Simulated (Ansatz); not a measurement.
# What AgB (built on the sites of a database entry of InAg) distorts into

Aim: this structure of AgB (built on the sites of a database entry of InAg) is to be tested for unstable modes, and one is followed downhill.

Main program and level: Ansatz 0.2.0; DFT PBEsol, scalar-relativistic, plane waves, PAW.

The structure was built from a prototype and need not be the compound's stable phase.

## Step 1: Set-up

Symmetry: Pm-3m, No. 221, cubic system. Conventional cell: a = 2.861 Å, b = 2.861 Å, c = 2.861 Å, α = 90.00°, β = 90.00°, γ = 90.00°. Nearest to B lie 8 Ag at 2.48 Å. Nearest to Ag lie 8 B at 2.48 Å. Farther neighbours are not listed.

Coordinates:

```cif
data_structure
_symmetry_space_group_name_H-M 'Pm-3m'
_symmetry_Int_Tables_number 221
_cell_length_a 2.8609
_cell_length_b 2.8609
_cell_length_c 2.8609
_cell_angle_alpha 90.000
_cell_angle_beta 90.000
_cell_angle_gamma 90.000
_cell_volume 23.42
loop_
_atom_site_label
_atom_site_type_symbol
_atom_site_symmetry_multiplicity
_atom_site_Wyckoff_symbol
_atom_site_fract_x
_atom_site_fract_y
_atom_site_fract_z
_atom_site_occupancy
B1 B 1 b 0.50000 0.50000 0.50000 1
Ag1 Ag 1 a 0.00000 0.00000 0.00000 1
```

## Step 2: Response at finite wavevector

The cell comes from relaxations at this level that are not shown. Stability and thermal properties need the whole zone. Linear response on a 4×4×4 q mesh gives force constants as far as a supercell of that size would.

Contents of input.yaml:

```yaml
crystal:
  lattice:
    - [2.8609203463, 0.0, 0.0]
    - [0.0, 2.8609203463, 0.0]
    - [0.0, 0.0, 2.8609203463]
  atoms:
    - { symbol: B, position: [0.5, 0.5, 0.5] }
    - { symbol: Ag, position: [0.0, 0.0, 0.0] }
kpoints:
  mp_grid: { grid: [16, 16, 16] }
hamiltonian:
  xc: pbesol
scf:
  occupations: { method: methfessel_paxton, width: 0.2 }
output:
  eigenvalues: true
phonons:
  method: dfpt
  qmesh: [4, 4, 4]
  temperatures: { t_max: 1000, t_step: 50 }
  qpath:
    path:
      - [[0.0, 0.0, 0.0], [0.0, 0.5, 0.0], [0.5, 0.5, 0.0], [0.0, 0.0, 0.0], [0.5, 0.5, 0.5], [0.0, 0.5, 0.0]]
      - [[0.5, 0.5, 0.5], [0.5, 0.5, 0.0]]
    npoints: 10
```

The run is started by

```console
ansatz run input.yaml --threads 4 --pin off --max-ram 7168MiB --backend cpu --events-out ev --progress --plain --runs-dir out
```

Numbers of over 12 decimals in the logs are rounded to 6 here.

The program printed:

```text
Engine: ansatz 0.2.0, aarch64-unknown-linux-gnu
Pseudopotentials: kind: paw
Pseudopotential: B, paw, valence charge 3, recommended cutoff 420 eV (normal), B.paw.azcp
Pseudopotential: Ag, paw, valence charge 19, recommended cutoff 420 eV (normal), Ag.paw.azcp
Functional definition: PBEsol
  exchange = pbesol_x
  correlation = pbesol_c
Crystal: 2 atoms, lattice volume = 23.416 Å³
Basis set: ecut = 420 eV, 461 PW (Γ), exchange–correlation on 40×40×40 points (8 copies of the dense FFT grid, shifted against one another)
Bands: 15, of which v1, the nominal top of the filled ones, is band 11 counted from 1 (10 counted from 0)
Symmetry: 48 space group operations
k-points: 165 of 4096
Non-local potential: B, projectors of the file, l = 0: 2, l = 1: 2, l = 2: 1
Non-local potential: Ag, projectors of the file, l = 0: 3, l = 1: 2, l = 2: 2, l = 3: 1
PAW form: soft (Blöchl's): semilocal exchange-correlation on the pseudo side does not see the compensation charge
PAW frozen core: B, regenerated for the run's functional, and the local potential with it (the file was generated under x = pbe(κ = 0.804, μ = 0.219515), c = pbe(β = 0.066725))
PAW frozen core: Ag, regenerated for the run's functional, and the local potential with it (the file was generated under x = pbe(κ = 0.804, μ = 0.219515), c = pbe(β = 0.066725))
PAW one-centre angular grid: B, 110 points (default); XC on 64 Gauss nodes
PAW one-centre angular grid: Ag, 590 points (default); XC on 64 Gauss nodes
Initial density: superposition of atomic densities (neutral atoms: chi_scale 0, normalization atom), corrected by the library's trained network
Initial wavefunctions: pseudopotential atomic-orbital guess
Functional: x = pbesol(κ = 0.804, μ = 0.123457), c = pbesol(β = 0.046)
SCF iter   1: F=—  HF=-7672.294780 eV  |F-HF|=—  |Δ(HF+E_count)|=         —  Δρ=1.05e-2  dr2=2.07e-2  ethr=1.77e-3  ⟨swp⟩=4.2  Hψ=10748  notcnv=0
preconditioner: auto → none  [metal: Δε(μ)=0.005 eV  Ē_g=11.433 eV  σ=0.200 eV  W_gap=0.02  n_scr=6 (ndim 8)  ℏωp=28.7 eV  f_vac=0.000  D(μ)=0.69/eV (n_scr^D=6)  sad-step TF]
SCF iter   2: F=—  HF=-7672.289754 eV  |F-HF|=—  |Δ(HF+E_count)|=   5.03e-3  S|Δr|=    0.00e0  Δρ=4.76e-3  dr2=4.52e-3  ethr=9.40e-5  ⟨swp⟩=1.0  Hψ=3814  notcnv=0
SCF iter   3: F=—  HF=-7672.288193 eV  |F-HF|=—  |Δ(HF+E_count)|=   1.56e-3  S|Δr|=    0.00e0  Δρ=5.54e-4  dr2=5.43e-5  ethr=2.06e-5  ⟨swp⟩=2.1  Hψ=3557  notcnv=0
SCF iter   4: F=—  HF=-7672.288175 eV  |F-HF|=—  |Δ(HF+E_count)|=   1.72e-5  S|Δr|=    0.00e0  Δρ=5.31e-5  dr2=3.60e-7  ethr=2.47e-7  ⟨swp⟩=2.1  Hψ=3708  notcnv=0
SCF iter   5: F=—  HF=-7672.288166 eV  |F-HF|=—  |Δ(HF+E_count)|=   9.29e-6  S|Δr|=    0.00e0  Δρ=6.54e-6  dr2=7.38e-9  ethr=1.64e-9  ⟨swp⟩=2.8  Hψ=4504  notcnv=0
SCF iter   6: F=—  HF=-7672.288166 eV  |F-HF|=—  |Δ(HF+E_count)|=   1.61e-9  S|Δr|=    0.00e0  Δρ=4.17e-7  dr2=3.06e-11  ethr=3.35e-11  ⟨swp⟩=2.6  Hψ=4240  notcnv=0
SCF iter   7: F=-7672.288166 eV  HF=-7672.288166 eV  |F-HF|=0.00e0  |Δ(HF+E_count)|=  9.09e-12  S|Δr|=    0.00e0  Δρ=2.34e-8  dr2=7.31e-14  ethr=1.00e-12  ⟨swp⟩=5.0  Hψ=9102  notcnv=0
the search or the solves at the SCF's close seem to have found levels that the self-consistency loop had missed (the run counts 1). By its estimate they hold under 1e-12 electrons; where the run keeps them, the occupations were computed again with them
SCF 1 converged in 7 iterations: F = -7672.288166 eV  dr2 = 7.31e-14
  greatest PAW one-centre occupation: 1.001 electrons in one spin orbital (limit 2), on the Ag atom at site 1 (counted from 0), in its partial waves of l = 0
Initial density: read from a saved state, or passed on in memory by an earlier SCF of this step, an earlier step, the calling program or the single point that the run made first
iter 1 solved again at ethr=4.83e-10 eV; its pass at ethr=3.10e-3 eV (dr2=1.06e-7 eV) is discarded
SCF iter   1: F=—  HF=-7672.288166 eV  |F-HF|=—  |Δ(HF+E_count)|=         —  Δρ=1.12e-7  dr2=3.69e-12  ethr=4.83e-10  ⟨swp⟩=4.1  Hψ=19259  notcnv=0
preconditioner: auto → none  [metal: Δε(μ)=0.050 eV  Ē_g=11.459 eV  σ=0.200 eV  W_gap=0.21  n_scr=6 (ndim 8)  ℏωp=28.7 eV  f_vac=0.000  D(μ)=0.69/eV (n_scr^D=6)]
SCF iter   2: F=-7672.288166 eV  HF=-7672.288166 eV  |F-HF|=1.82e-12  |Δ(HF+E_count)|=  4.29e-10  S|Δr|=    0.00e0  Δρ=1.13e-7  dr2=2.99e-12  ethr=1.00e-12  ⟨swp⟩=4.6  Hψ=8740  notcnv=0
SCF 2 converged in 2 iterations: F = -7672.288166 eV  dr2 = 2.99e-12
phonons: the bands overlap, so this run is a metal and interpolates without the dipole-dipole term. If the crystal is really an insulator or semiconductor, its LO-TO splitting is missing
NSCF: frozen V_eff on 165 k-points
NSCF: frozen V_eff on 405 k-points
DFPT response loops at q = (0, 0, 0) (fractional): preconditioner auto → Kerker (q_TF=auto, 2.700 Å⁻¹) (partly filled bands, converged f_vac=0.000); β = 1.00, the filter's whole step (`scf.mixing.beta` (0.50) is not read by the response loops under this deck's `scf.mixing.preconditioner`; to damp them name `kerker` or `kerker_dos`, under which they read `scf.mixing.beta`, and type it under 1.00, their step now; both keys bind the ground state too); Broyden in place of MSR1
NSCF: frozen V_eff on 2592 k-points
DFPT response loops at q = (0, 0, 0.25) (fractional): mixed as the last ones told, above
NSCF: frozen V_eff on 1458 k-points
DFPT response loops at q = (0, 0, -0.5) (fractional): mixed as the last ones told, above
NSCF: frozen V_eff on 4608 k-points
DFPT response loops at q = (0, 0.25, 0.25) (fractional): mixed as the last ones told, above
NSCF: frozen V_eff on 2592 k-points
DFPT response loops at q = (0, 0.25, -0.5) (fractional): mixed as the last ones told, above
NSCF: frozen V_eff on 1458 k-points
DFPT response loops at q = (0, -0.5, -0.5) (fractional): mixed as the last ones told, above
NSCF: frozen V_eff on 4352 k-points
DFPT response loops at q = (0.25, 0.25, 0.25) (fractional): mixed as the last ones told, above
NSCF: frozen V_eff on 4608 k-points
DFPT response loops at q = (0.25, 0.25, -0.5) (fractional): mixed as the last ones told, above
NSCF: frozen V_eff on 2592 k-points
DFPT response loops at q = (0.25, -0.5, -0.5) (fractional): mixed as the last ones told, above
NSCF: frozen V_eff on 810 k-points
DFPT response loops at q = (-0.5, -0.5, -0.5) (fractional): mixed as the last ones told, above
SCF converged after 7 iterations
Stability not checked: this state was not tested for a lower state beside it, because cold or Methfessel-Paxton smearing, or corrected tetrahedra, fill the levels in a way that the test cannot read (fill_not_monotonic; see scf.lower_state_search)
Free energy (F): -7672.288166 eV
Harris-Foulkes:  -7672.288166 eV  (|F-HF|=0.00e0)
Internal energy: -7672.288959 eV  (E = F + TS)
E sigma→0 (E₀):  -7672.288364 eV
Entropy (-TS):   0.000793 eV (0.396 meV/atom)
Fermi energy:    16.745522 eV
--- Per-component energies (eV) ---
  E_band       = -238.220743
  E_kinetic    = 567.595228
  E_local      = -2461.367386  (includes V_loc(G=0)·N_el)
  E_nonlocal   = 94.106166
  E_hartree    = 1121.370692
  E_xc         = -214.504252
  E_vxc        = -271.056520  (∫ρ·V_xc dr)
  E_paw        = -3907.818750  (= ΣΔE_a)
  E_vpaw       = -410.239914  (= ΣTr[D̂ρ^β])
  E_aug_tail   = 0.000283  (compensation charges beyond the density's cutoff)
  E_ewald      = -2872.008389
  E_core_change = 0.337450  (= ΣΔE_core)
  E_smearing   = 0.000793  (= −TS)
  E_closure    = -0.000000  (closes the sum)
  Σ components = -7672.288166   (vs F -7672.288166, Δ=0.00e0)
--- Band table (eV; the first three rows and the last of 165) ---
  k-point 0: bands = [... 7 lower, 11.9683, 11.9683, 11.9683, 18.5087, 18.5087, 18.5087, 25.4615, 29.0173]
  k-point 1: bands = [... 7 lower, 11.9093, 11.9093, 11.9722, 18.2189, 18.6179, 18.6179, 25.5923, 28.9546]
  k-point 2: bands = [... 7 lower, 11.7487, 11.7487, 11.9833, 17.4833, 18.9272, 18.9272, 25.8655, 28.7753]
  k-point 164: bands = [... 7 lower, 12.8393, 12.8393, 14.0991, 19.3069, 19.3069, 19.3069, 20.9071, 20.9071]
--- Phonons (Γ-DFPT): 2 representative perturbations + reference (Σ response iterations 7) ---
  ASR residual: 9.231e-6 → 0.000e0 eV/Å²; symmetrization residual: 8.713e-7 eV/Å²
  ASR residual per site (eV/Å²): 2.43e-7 9.23e-6
  Γ frequencies (cm⁻¹): 0.00 0.00 0.00 187.54 187.54 187.54
--- Phonons (arbitrary-q DFPT): 10 irreducible q on the 4×4×4 mesh ---
  q = [0.0000, 0.0000, 0.0000] (star 1, of the zone-centre solve; hermiticity 1.37e-6, symmetrization 5.04e-12): -0.00 0.00 0.00 187.54 187.54 187.54
  q = [0.0000, 0.0000, 0.2500] (star 6, 4 solved perturbations in 4032 linear systems a pass and spin channel, the states on 1296 of 4096 k-point pairs; hermiticity 2.88e-7, symmetrization 2.19e-12): -12.38 -12.38 119.30 190.29 190.29 217.53
  q = [0.0000, 0.0000, -0.5000] (star 3, 4 solved perturbations in 2268 linear systems a pass and spin channel, the states on 729 of 4096 k-point pairs; hermiticity 4.94e-9, symmetrization 1.28e-9): 40.08 40.08 168.10 187.79 187.79 274.45
  q = [0.0000, 0.2500, 0.2500] (star 12, 4 solved perturbations in 7056 linear systems a pass and spin channel, the states on 2304 of 4096 k-point pairs; hermiticity 2.47e-7, symmetrization 1.57e-13): 42.42 52.28 118.72 206.61 215.66 238.39
  q = [0.0000, 0.2500, -0.5000] (star 12, 6 solved perturbations on 1296 of 4096 k-point pairs; hermiticity 9.76e-8, symmetrization 6.26e-10): 64.52 91.59 113.14 228.33 238.45 239.42
  q = [0.0000, -0.5000, -0.5000] (star 3, 4 solved perturbations in 2268 linear systems a pass and spin channel, the states on 729 of 4096 k-point pairs; hermiticity 1.57e-7, symmetrization 1.25e-11): -54.01 -54.01 67.51 235.90 235.90 250.28
  q = [0.2500, 0.2500, 0.2500] (star 8, 2 solved perturbations on 2176 of 4096 k-point pairs; hermiticity 9.16e-8, symmetrization 7.69e-13): -21.33 -21.33 116.21 195.32 195.32 304.66
  q = [0.2500, 0.2500, -0.5000] (star 12, 4 solved perturbations in 7056 linear systems a pass and spin channel, the states on 2304 of 4096 k-point pairs; hermiticity 6.29e-8, symmetrization 1.98e-9): -49.13 110.50 113.50 156.45 189.89 266.46
  q = [0.2500, -0.5000, -0.5000] (star 6, 4 solved perturbations in 4032 linear systems a pass and spin channel, the states on 1296 of 4096 k-point pairs; hermiticity 1.70e-7, symmetrization 4.39e-9): -112.74 -112.74 117.32 181.85 192.28 192.28
  q = [-0.5000, -0.5000, -0.5000] (star 1, 2 solved perturbations on 405 of 4096 k-point pairs; hermiticity 1.06e-9, symmetrization 5.28e-10): -141.74 -141.74 -141.74 148.66 148.66 148.66
  sum rule: each row above includes the acoustic sum rule's correction from the zone centre's row sums; it moved no ω² by more than (0.15 cm⁻¹)²
  mesh force constants: q→R imaginary residual 2.50e-18; ASR residual 9.231e-6 → 0.000e0 eV/Å²; symmetrization residual 6.217e-15 eV/Å²
  interpolated dispersion: 62 rows × 6 modes
  density of states and harmonic sums: on the 24×24×24 q-mesh, interpolated from the force constants of a 4×4×4 supercell (no non-analytic term)
  largest difference from the sums on the solved wave vectors: F 1.32e-1 eV, S 1.70e-4 and C_V 4.02e-5 eV/K
  zero-point energy: 0.051837 eV/cell   skipped modes (ω ≤ 0): 308, of them read as no rigid motion or as one in doubt: 305 (5.639e-1 modes/cell left out, lowest -141.74 cm⁻¹)   left out of the sums: 9.40e-2 of the cell's modes: C_V's classical limit lies that fraction below 3 k_B per atom; for a crystal, a wire or a layer, F and S can be off by more, and a phonons.interpolated_qmesh denser along its periods is the remedy for the sampling
```

Run time: 8.6 min. Hardware: 4 threads of Arm Neoverse N1, shared host; peak memory 2 GiB; 33 min of CPU time.

Numbers from this step:

* volume per atom: 11.71 Å³
* gap on the k-mesh: 0 eV
* sum-rule residual before enforcement: 9.23e-6 eV/Å²
* lowest frequency on the path: -141.7 cm⁻¹
* point group: m-3m
* highest frequency on the path or at a solved wavevector: 304.7 cm⁻¹
* highest optical mode at the zone centre (no LO-TO term): 187.5 cm⁻¹
* lowest optical zone-centre mode: 187.5 cm⁻¹
* lowest mode on the q mesh (acoustic modes at Γ apart): -141.7 cm⁻¹

Frequencies (cm⁻¹) solved at each irreducible wavevector; negative means imaginary. Frequencies by wavevector, by row:

| q in reciprocal lattice units | star | mode 1 | mode 2 | mode 3 | mode 4 | mode 5 | mode 6 |
| --- | --- | --- | --- | --- | --- | --- | --- |
| 0 0 0 | 1 | 0 | 0 | 0 | 187.5 | 187.5 | 187.5 |
| 0 0 0.25 | 6 | -12.4 | -12.4 | 119.3 | 190.3 | 190.3 | 217.5 |
| 0 0 -0.5 | 3 | 40.1 | 40.1 | 168.1 | 187.8 | 187.8 | 274.4 |
| 0 0.25 0.25 | 12 | 42.4 | 52.3 | 118.7 | 206.6 | 215.7 | 238.4 |
| 0 0.25 -0.5 | 12 | 64.5 | 91.6 | 113.1 | 228.3 | 238.4 | 239.4 |
| 0 -0.5 -0.5 | 3 | -54 | -54 | 67.5 | 235.9 | 235.9 | 250.3 |
| 0.25 0.25 0.25 | 8 | -21.3 | -21.3 | 116.2 | 195.3 | 195.3 | 304.7 |
| 0.25 0.25 -0.5 | 12 | -49.1 | 110.5 | 113.5 | 156.4 | 189.9 | 266.5 |
| 0.25 -0.5 -0.5 | 6 | -112.7 | -112.7 | 117.3 | 181.8 | 192.3 | 192.3 |
| -0.5 -0.5 -0.5 | 1 | -141.7 | -141.7 | -141.7 | 148.7 | 148.7 | 148.7 |

Interpolated from a 4×4×4 q mesh. Phonon branches along the path, in cm⁻¹:

```csv
point,branch 1,branch 2,branch 3,branch 4,branch 5,branch 6
Γ,0,0,0,188,188,188
halfway,-12,-12,119,190,190,218
X,40,40,168,188,188,274
halfway,64,92,113,228,238,239
M,-54,-54,68,236,236,250
halfway,42,52,119,207,216,238
Γ,0,0,0,188,188,188
halfway,-21,-21,116,195,195,305
R,-142,-142,-142,149,149,149
halfway,-49,110,114,156,190,266
X,40,40,168,188,188,274
jump to R,-142,-142,-142,149,149,149
halfway,-113,-113,117,182,192,192
M,-54,-54,68,236,236,250
```

The phonon branches as a text plot (rows in cm⁻¹):

```
    295 |                              ****
    277 |      ***                                   *  **
    258 |         *    *             **             * **
    240 |    **    ***********             *       *  **      ***
    221 |   *     **       ****     *                         **
    202 |  *     **          ****      **         *  *  *
    184 |*********             ********  ** *      *******  **
    165 |      ***                         * *   ** *   ** *
    147 |     *   *                         ******     *  * *
    128 |   **     *       **                     ** **    **
    109 |                 *  **        ****        **        *
     91 |          **    *     *     **    *       * **       *
     72 |  *      * *******     *   *             *   **   *   **
     54 | *      *** *     ***                       *  *
     35 |*     ***    *   ****** * *                     *
     16 |    **       *        *** ****           *
     -2 |*              *       ***    *
    -21 | ***            *              *
    -39 |               *                ** *
    -58 |              *                            *           *
    -77 |                                  *     *            **
    -95 |                                        * *
   -114 |                                   **               *
   -132 |                                    ******       ***
         Γ      X      M          Γ            R        X|R     M
```

Symmetry leaves 10 wavevectors to solve. The lowest mode among them, the acoustic zeros apart, lies at q = (-0.5, -0.5, -0.5) and is imaginary, 141.7i cm⁻¹, so the energy falls along it.

## Step 3: The mode frozen in, largest atomic shift 0 Å

The mode followed lies at q = (-0.5, -0.5, -0.5) with frequency 141.7i cm⁻¹ and is 3-fold degenerate, the softest among the wavevectors solved. At small amplitude the distorted cell has space group no. 139 by a symmetry search on the positions. The undistorted cell that holds it gives the zero of energy on the same k mesh.

System of this step: AgB (built on the sites of a database entry of InAg). The structure is cubic, space group Pm-3m (No. 221). The conventional cell has a = 2.861 Å, b = 2.861 Å, c = 2.861 Å, α = 90.00°, β = 90.00°, γ = 90.00°. Nearest to B lie 8 Ag at 2.48 Å. Nearest to Ag lie 8 B at 2.48 Å. Farther neighbours are not listed.

Contents of input.yaml:

```yaml
crystal:
  lattice:
    - [2.8609203463, 2.8609203463, 0.0]
    - [2.8609203463, 0.0, 2.8609203463]
    - [2.8609203463, 0.0, -2.8609203463]
  atoms:
    - { symbol: B, position: [0.5, 0.25, 0.75] }
    - { symbol: B, position: [0.5, 0.75, 0.25] }
    - { symbol: Ag, position: [0.0, 0.0, 1.0] }
    - { symbol: Ag, position: [0.0, 0.5, 0.5] }
kpoints:
  mp_grid: { grid: [14, 14, 14] }
hamiltonian:
  xc: pbesol
scf:
  occupations: { method: methfessel_paxton, width: 0.2 }
output:
  forces: true
  stress: true
  eigenvalues: true
```

The program printed:

```text
[...]
Crystal: 4 atoms, lattice volume = 46.832 Å³
Basis set: ecut = 420 eV, 941 PW (Γ), exchange–correlation on 60×60×60 points (8 copies of the dense FFT grid, shifted against one another)
Bands: 27, of which v1, the nominal top of the filled ones, is band 22 counted from 1 (21 counted from 0)
Symmetry: 96 space group operations
[...]
k-points: 104 of 2744
[...]
k-point 0: bands = [... 18 lower, 12.8384, 14.1012, 18.5105, 18.5105, 18.5105, 19.3081, 19.3081, 19.3081, ... 1 higher]
  k-point 1: bands = [... 18 lower, 12.7752, 14.2101, 18.4759, 18.4771, 18.4771, 18.4975, 19.0735, 19.0735, ... 1 higher]
  k-point 2: bands = [... 18 lower, 12.5946, 14.4928, 17.1346, 18.3831, 18.3831, 18.4593, 18.6710, 18.6710, ... 1 higher]
  k-point 103: bands = [... 18 lower, 11.7255, 11.8316, 13.7798, 13.8638, 18.2062, 19.2419, 21.1045, 21.3108, ... 1 higher]
[key lines of the parts left out:]
SCF converged after 6 iterations
Free energy (F): -15344.575240 eV
Fermi energy:    16.761979 eV
P = ⅓ Tr σ = 0.0812 GPa (0.812 kbar)
```

It took 2.8 s on 4 threads; peak memory 0.39 GiB; 10 s of CPU time.

Numbers from this step:

| Item | Value |
| --- | --- |
| pressure | 0.08116 GPa |
| energy from the undistorted cell | 0 meV/atom |

The run ends at a pressure of 0.08 GPa.

## Step 4: The mode frozen in, largest atomic shift 0.6 Å

The atoms are moved along the unstable eigenvector, the largest shift by 0.6 Å, with the cell fixed.

input.yaml, the sections that differ from step 3:

```yaml
crystal:
  lattice:
    - [2.8609203463, 2.8609203463, 0.0]
    - [2.8609203463, 0.0, 2.8609203463]
    - [2.8609203463, 0.0, -2.8609203463]
  atoms:
    - { symbol: B, position: [0.5, 0.1451386394, 0.6451386394] }
    - { symbol: B, position: [0.5, 0.8548613606, 0.3548613606] }
    - { symbol: Ag, position: [0.0, 0.0, 1.0] }
    - { symbol: Ag, position: [0.0, 0.5, 0.5] }
# kpoints, hamiltonian, scf, output: as in step 3
```

The program printed:

```text
[...]
Crystal: 4 atoms, lattice volume = 46.832 Å³
Basis set: ecut = 420 eV, 941 PW (Γ), exchange–correlation on 60×60×60 points (8 copies of the dense FFT grid, shifted against one another)
Bands: 27, of which v1, the nominal top of the filled ones, is band 22 counted from 1 (21 counted from 0)
Symmetry: 16 space group operations
[...]
k-points: 244 of 2744
[...]
k-point 0: bands = [... 18 lower, 12.5135, 14.7184, 14.7737, 14.7737, 17.0109, 20.9018, 20.9018, 21.3287, ... 1 higher]
  k-point 1: bands = [... 18 lower, 12.4491, 14.6200, 14.8179, 14.8528, 17.0864, 20.0931, 20.8829, 22.0328, ... 1 higher]
  k-point 2: bands = [... 18 lower, 12.2755, 14.2395, 15.0437, 15.0848, 17.1797, 19.2302, 20.8182, 22.4367, ... 1 higher]
  k-point 243: bands = [... 18 lower, 12.1951, 12.1951, 12.3569, 13.7844, 16.9841, 19.6738, 21.5825, 23.0963, ... 1 higher]
[key lines of the parts left out:]
SCF converged after 7 iterations
Free energy (F): -15344.881086 eV
Fermi energy:    16.375516 eV
P = ⅓ Tr σ = 17.6767 GPa (176.767 kbar)
```

It took 7.9 s on 4 threads; peak memory 0.51 GiB.

This step gave:

| Item | Value |
| --- | --- |
| pressure | 17.68 GPa |
| energy from the undistorted cell | -76.76 meV/atom |

The energy, extrapolated to zero smearing, is -76.76 meV/atom against the undistorted cell.

The run ends at a pressure of 17.68 GPa, with forces up to 1.1 eV/Å.

[end of part 1 of 2]

[Logs are printed without paths, hosts, clocks, repeated set-up lines and the standing remarks that a program may print on its own settings, such as how far it seeks lower states.]

[Hosts, paths, dates, database ids (printed as entryN), source tags and the programs' standing remarks are cut or masked in the printed files.]
